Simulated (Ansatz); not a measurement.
# CdPbS3 (model cell, started as cubic perovskite with Pb in the octahedra): a soft mode frozen in, part 3 of 3

Aim: this structure of CdPbS3 (model cell, started as cubic perovskite with Pb in the octahedra) is to be tested for unstable modes, and one is followed downhill.

Ansatz 0.2.0; DFT r2SCAN, scalar-relativistic, plane waves, PAW; PAW set soft_1.

So far. Step 4 (The mode frozen in, largest atomic shift 0.6 Å): The run ends at a pressure of -2.29 GPa, with forces up to 1.2 eV/Å. Step 5 (Energy along the mode, all amplitudes (two of the runs …): The lowest of the steps tried is the last one, at 0.6 Å, 223 meV/atom below the parent; the bottom of the well need not coincide with a step.

The structure was built from a prototype and need not be the compound's stable phase.

### Step 7. The new phase in its own primitive cell

The relaxed structure is symmetrised, reduced to its primitive cell and relaxed tightly, as its phonons need.

The input, input.yaml:

```yaml
crystal:
  lattice:
    - [-3.4526426898, 3.4526426898, 5.4930696974]
    - [3.4526426898, -3.4526426898, 5.4930696974]
    - [3.4526426898, 3.4526426898, -5.4930696974]
  atoms:
    - { symbol: Cd, position: [0.75, 0.25, 0.5] }
    - { symbol: Cd, position: [0.25, 0.75, 0.5] }
    - { symbol: Pb, position: [0.0, 0.0, 0.0] }
    - { symbol: Pb, position: [0.5, 0.5, 0.0] }
    - { symbol: S, position: [0.393201242, 0.893201242, 0.2864024841] }
    - { symbol: S, position: [0.606798758, 0.106798758, 0.7135975159] }
    - { symbol: S, position: [0.25, 0.25, 0.0] }
    - { symbol: S, position: [0.75, 0.75, 0.0] }
    - { symbol: S, position: [0.106798758, 0.393201242, 0.5] }
    - { symbol: S, position: [0.893201242, 0.606798758, 0.5] }
kpoints:
  mp_grid: { grid: [8, 8, 8] }
hamiltonian:
  xc: r2scan
  pseudopotentials: { kind: paw, azcp: { folder: soft_1 } }
scf:
  occupations: { method: methfessel_paxton, width: 0.2 }
output:
  forces: true
  stress: true
  eigenvalues: true
relax:
  adjacent_minimum: "off"
  f_tol: 0.001
  max_steps: 60
  cell: { stress_tol: 0.01 }
```

Command:

```console
$ ansatz run input.yaml --threads 4 --pin off --max-ram 16384MiB --backend cpu --events-out ev --progress --plain --runs-dir out
```

Numbers of over 12 decimals in the logs are rounded to 6 here.

Log:

```text
[...]
Crystal: 10 atoms, lattice volume = 261.926 Å³
Basis set: ecut = 500 eV, 6669 PW (Γ), exchange–correlation on 216×216×216 points (64 copies of the dense FFT grid, shifted against one another)
Bands: 63, of which v1, the nominal top of the filled ones, is band 52 counted from 1 (51 counted from 0)
Symmetry: 16 space group operations
[...]
k-points: 59 of 512
[...]
- { symbol: Cd, position: [0.250000, 0.75, 0.5] }
    - { symbol: Pb, position: [0, 0, 0] }
    - { symbol: Pb, position: [0.5, 0.5, 0] }
    - { symbol: S, position: [0.393199, 0.893199, 0.286397] }
    - { symbol: S, position: [0.606801, 0.106801, 0.713603] }
    - { symbol: S, position: [0.25, 0.25, 0] }
    - { symbol: S, position: [0.75, 0.75, 0] }
    - { symbol: S, position: [0.106801, 0.393199, 0.5] }
    - { symbol: S, position: [0.893199, 0.606801, 0.5] }
[key lines of the parts left out:]
SCF converged after 7 iterations
Free energy (F): -45817.710822 eV
Fermi energy:    7.016769 eV
P = ⅓ Tr σ = -0.0001 GPa (-0.001 kbar)
```

It took 1.9 min on 4 threads of Arm Neoverse V1, shared host; peak memory 1.9 GiB; 7.5 min of CPU time.

Little changed from the start: no atom moved by 0.005 Å and no cell edge by 0.1 %.

This step gave:

* pressure: -1.11e-4 GPa

The largest force component left is 0.097 meV/Å and the pressure is 0.000 GPa, within the tolerances set. The cell now holds 26.19 Å³/atom.

### Step 8. Modes of the new phase

A relaxed structure may still be a saddle point, so its zone-centre modes are computed. No field response is asked, since the mesh shows no gap.

The input, input.yaml:

```yaml
crystal:
  lattice:
    - [-3.4526110006, 3.4526110006, 5.4936740465]
    - [3.4526110006, -3.4526110006, 5.4936740465]
    - [3.4526110006, 3.4526110006, -5.4936740465]
  atoms:
    - { symbol: Cd, position: [0.75, 0.25, 0.5] }
    - { symbol: Cd, position: [0.25, 0.75, 0.5] }
    - { symbol: Pb, position: [0.0, 0.0, 0.0] }
    - { symbol: Pb, position: [0.5, 0.5, 0.0] }
    - { symbol: S, position: [0.3931985913, 0.8931985913, 0.2863971826] }
    - { symbol: S, position: [0.6068014087, 0.1068014087, 0.7136028174] }
    - { symbol: S, position: [0.25, 0.25, 0.0] }
    - { symbol: S, position: [0.75, 0.75, 0.0] }
    - { symbol: S, position: [0.1068014087, 0.3931985913, 0.5] }
    - { symbol: S, position: [0.8931985913, 0.6068014087, 0.5] }
kpoints:
  mp_grid: { grid: [8, 8, 8] }
hamiltonian:
  xc: r2scan
  pseudopotentials: { kind: paw, azcp: { folder: soft_1 } }
scf:
  occupations: { method: methfessel_paxton, width: 0.2 }
output:
  eigenvalues: true
phonons:
  method: dfpt
```

Log:

```text
Engine: ansatz 0.2.0, aarch64-unknown-linux-gnu
Pseudopotentials: kind: paw
Pseudopotential: Cd, paw, valence charge 20, recommended cutoff 500 eV (meta_gga), soft_1/Cd.paw.azcp
Pseudopotential: Pb, paw, valence charge 14, recommended cutoff 500 eV (meta_gga), soft_1/Pb.paw.azcp
Pseudopotential: S, paw, valence charge 6, recommended cutoff 500 eV (meta_gga), soft_1/S.paw.azcp
Functional definition: r2SCAN
  parameter k0 = 0.174
  parameter k1 = 0.065
  parameter a1 = 4.9479
  exchange = r2scan_x(k0 = k0, k1 = k1, a1 = a1)
  correlation = r2scan_c
Crystal: 10 atoms, lattice volume = 261.950 Å³
Basis set: ecut = 500 eV, 6669 PW (Γ), exchange–correlation on 270×270×270 points (125 copies of the dense FFT grid, shifted against one another)
Bands: 63, of which v1, the nominal top of the filled ones, is band 52 counted from 1 (51 counted from 0)
Symmetry: 16 space group operations
k-points: 260 of 512 (irreducible under 1 space group operation, time reversal used)
Non-local potential: Cd, projectors of the file, l = 0: 3, l = 1: 2, l = 2: 2, l = 3: 1
Non-local potential: Pb, projectors of the file, l = 0: 2, l = 1: 2, l = 2: 2, l = 3: 1
Non-local potential: S, projectors of the file, l = 0: 2, l = 1: 2, l = 2: 1
PAW form: soft (Blöchl's): semilocal exchange-correlation on the pseudo side does not see the compensation charge
PAW frozen core: Cd, regenerated for the run's functional (the file was generated under x = pbe(κ = 0.804, μ = 0.219515), c = pbe(β = 0.066725))
PAW frozen core: Pb, regenerated for the run's functional (the file was generated under x = pbe(κ = 0.804, μ = 0.219515), c = pbe(β = 0.066725))
PAW frozen core: S, regenerated for the run's functional (the file was generated under x = pbe(κ = 0.804, μ = 0.219515), c = pbe(β = 0.066725))
PAW one-centre angular grid: Cd, 590 points (default); XC on 160 Gauss nodes
PAW one-centre angular grid: Pb, 590 points (default); XC on 160 Gauss nodes
PAW one-centre angular grid: S, 302 points (default); XC on 160 Gauss nodes
Initial density: superposition of atomic densities (chi_scale 0.1, normalization cell, long waves kept (reshape's long-wave potential 0.06 eV rms))
Initial wavefunctions: pseudopotential atomic-orbital guess
Functional: x = r2scan, c = r2scan; τ floored in thin density (d = 2e-4 eV/Å³)
SCF iter   1: F=—  HF=-45820.359494 eV  |F-HF|=—  |Δ(HF+E_count)|=         —  Δρ=4.76e-2  dr2=1.04e1  dr2_τ=7.86e-2  ethr=3.10e-3  ⟨swp⟩=8.1  Hψ=73667  notcnv=0
preconditioner: auto → LDOS  [metal: Δε(μ)=0.005 eV  Ē_g=12.669 eV  σ=0.200 eV  W_gap=0.02  n_scr=60 (ndim 8)  ℏωp=21.5 eV  f_vac=0.015  D(μ)=4.00/eV (n_scr^D=14)  β→1.0]
SCF iter   2: F=—  HF=-45818.837830 eV  |F-HF|=—  |Δ(HF+E_count)|=    1.52e0  S|Δr|=    0.00e0  Δρ=4.10e-2  dr2=3.25e0  dr2_τ=1.97e-1  ethr=3.10e-3  ⟨swp⟩=3.4  Hψ=39778  notcnv=0  defer=1068
SCF iter   3: F=—  HF=-45817.814501 eV  |F-HF|=—  |Δ(HF+E_count)|=    1.02e0  S|Δr|=    0.00e0  Δρ=1.21e-2  dr2=2.95e-1  dr2_τ=1.43e-2  ethr=3.10e-3  ⟨swp⟩=2.9  Hψ=34786  notcnv=0  defer=1046
SCF iter   4: F=—  HF=-45817.713037 eV  |F-HF|=—  |Δ(HF+E_count)|=   1.01e-1  S|Δr|=    0.00e0  Δρ=1.97e-3  dr2=1.46e-2  dr2_τ=6.33e-4  ethr=2.83e-4  ⟨swp⟩=2.0  Hψ=29664  notcnv=0  defer=1043
SCF iter   5: F=—  HF=-45817.710907 eV  |F-HF|=—  |Δ(HF+E_count)|=   2.13e-3  S|Δr|=    0.00e0  Δρ=3.12e-4  dr2=3.62e-4  dr2_τ=1.41e-5  ethr=1.41e-5  ⟨swp⟩=2.0  Hψ=22641  notcnv=0  defer=1043
SCF iter   6: F=—  HF=-45817.710892 eV  |F-HF|=—  |Δ(HF+E_count)|=   1.48e-5  S|Δr|=    0.00e0  Δρ=4.62e-5  dr2=5.65e-6  dr2_τ=6.74e-7  ethr=3.48e-7  ⟨swp⟩=2.3  Hψ=26264  notcnv=0  defer=1043
SCF iter   7: F=—  HF=-45817.710832 eV  |F-HF|=—  |Δ(HF+E_count)|=   6.04e-5  S|Δr|=    0.00e0  Δρ=1.25e-5  dr2=5.43e-7  dr2_τ=5.37e-8  ethr=5.43e-9  ⟨swp⟩=2.2  Hψ=27006  notcnv=0  defer=1043
SCF iter   8: F=—  HF=-45817.710832 eV  |F-HF|=—  |Δ(HF+E_count)|=   1.90e-8  S|Δr|=    0.00e0  Δρ=3.24e-6  dr2=4.10e-8  dr2_τ=1.09e-9  ethr=5.22e-10  ⟨swp⟩=2.0  Hψ=23635  notcnv=0  defer=1043
SCF iter   9: F=—  HF=-45817.710832 eV  |F-HF|=—  |Δ(HF+E_count)|=   4.86e-9  S|Δr|=    0.00e0  Δρ=1.03e-6  dr2=4.65e-9  dr2_τ=1.73e-10  ethr=3.94e-11  ⟨swp⟩=2.0  Hψ=24205  notcnv=0  defer=1043
SCF iter  10: F=—  HF=-45817.710832 eV  |F-HF|=—  |Δ(HF+E_count)|=   1.22e-9  S|Δr|=    0.00e0  Δρ=2.41e-7  dr2=1.88e-10  dr2_τ=7.68e-12  ethr=4.47e-12  ⟨swp⟩=2.2  Hψ=23773  notcnv=0  defer=1043
SCF iter  11: F=—  HF=-45817.710832 eV  |F-HF|=—  |Δ(HF+E_count)|=  1.09e-10  S|Δr|=    0.00e0  Δρ=6.95e-8  dr2=1.79e-11  dr2_τ=1.48e-12  ethr=1.00e-12  ⟨swp⟩=2.2  Hψ=20512  notcnv=0  defer=1043
SCF iter  12: F=-45817.710832 eV  HF=-45817.710832 eV  |F-HF|=2.91e-11  |Δ(HF+E_count)|=  7.28e-12  S|Δr|=    0.00e0  Δρ=3.25e-8  dr2=2.07e-12  dr2_τ=5.45e-14  ethr=1.00e-12  ⟨swp⟩=17.1  Hψ=105290  notcnv=0
SCF 1 converged in 12 iterations: F = -45817.710832 eV  dr2 = 2.07e-12
[...]
DFPT response loops at Γ: preconditioner auto → Kerker (q_TF=auto, 2.339 Å⁻¹) (partly filled bands, converged f_vac=0.033); β = 1.00, the filter's whole step (`scf.mixing.beta` (0.50) is not read by the response loops under this deck's `scf.mixing.preconditioner`; to damp them name `kerker` or `kerker_dos`, under which they read `scf.mixing.beta`, and type it under 1.00, their step now; both keys bind the ground state too); Broyden in place of MSR1
```

Elapsed: 22 min, on 4 threads; peak memory 15 GiB.

The run was cut off at the time limit after its SCF cycle had converged; no result of it is taken.

### Step 9. Summary of results

- unstable mode of the parent: q = (-0.5, -0.5, -0.5), 195i cm⁻¹
- depth at the lowest point sampled: 223 meV/atom
- largest atomic shift at that point: 0.6 Å
- space group reached (within 0.01 Å): I4/mcm
- energy gained over the parent (first relaxation, on the mesh of the frozen mode): 484 meV/atom
- volume per atom, phase reached: 26.2 Å³

Along this mode the structure falls into I4/mcm, 484 meV/atom below the parent. At the parent's cell the well is 223.0 meV/atom deep on the steps tried, with its lowest point at a shift of 0.6 Å. That is the last step tried, so the steps alone don't bracket the bottom of the well. Relaxing atoms and cell changes the gain by +261.44 meV/atom against the lowest step (energies at zero smearing). The modes of the phase reached were not computed on this path. Of the 3 patterns followed to their end from this parent, this one ends 168 meV/atom above the lowest, R-3c. Each path keeps the symmetry of its pattern, so a lower phase may lie along a pattern not tried. With no gap, or one that is small against the smearing, the frequencies hang on the k mesh and the smearing, most of all near Kohn anomalies. Spin-orbit coupling is left out, which can matter for the heavy elements here. A phonon run warned that its eigensolver left some bands unconverged in a pass. The starting cell was built on a prototype and not taken from a measurement, so the phase need not exist.

[Logs are printed without paths, hosts, clocks, repeated set-up lines and the standing remarks that a program may print on its own settings, such as how far it seeks lower states.]

[Hosts, paths, dates, database ids (printed as entryN), source tags and the programs' standing remarks are cut or masked in the printed files.]
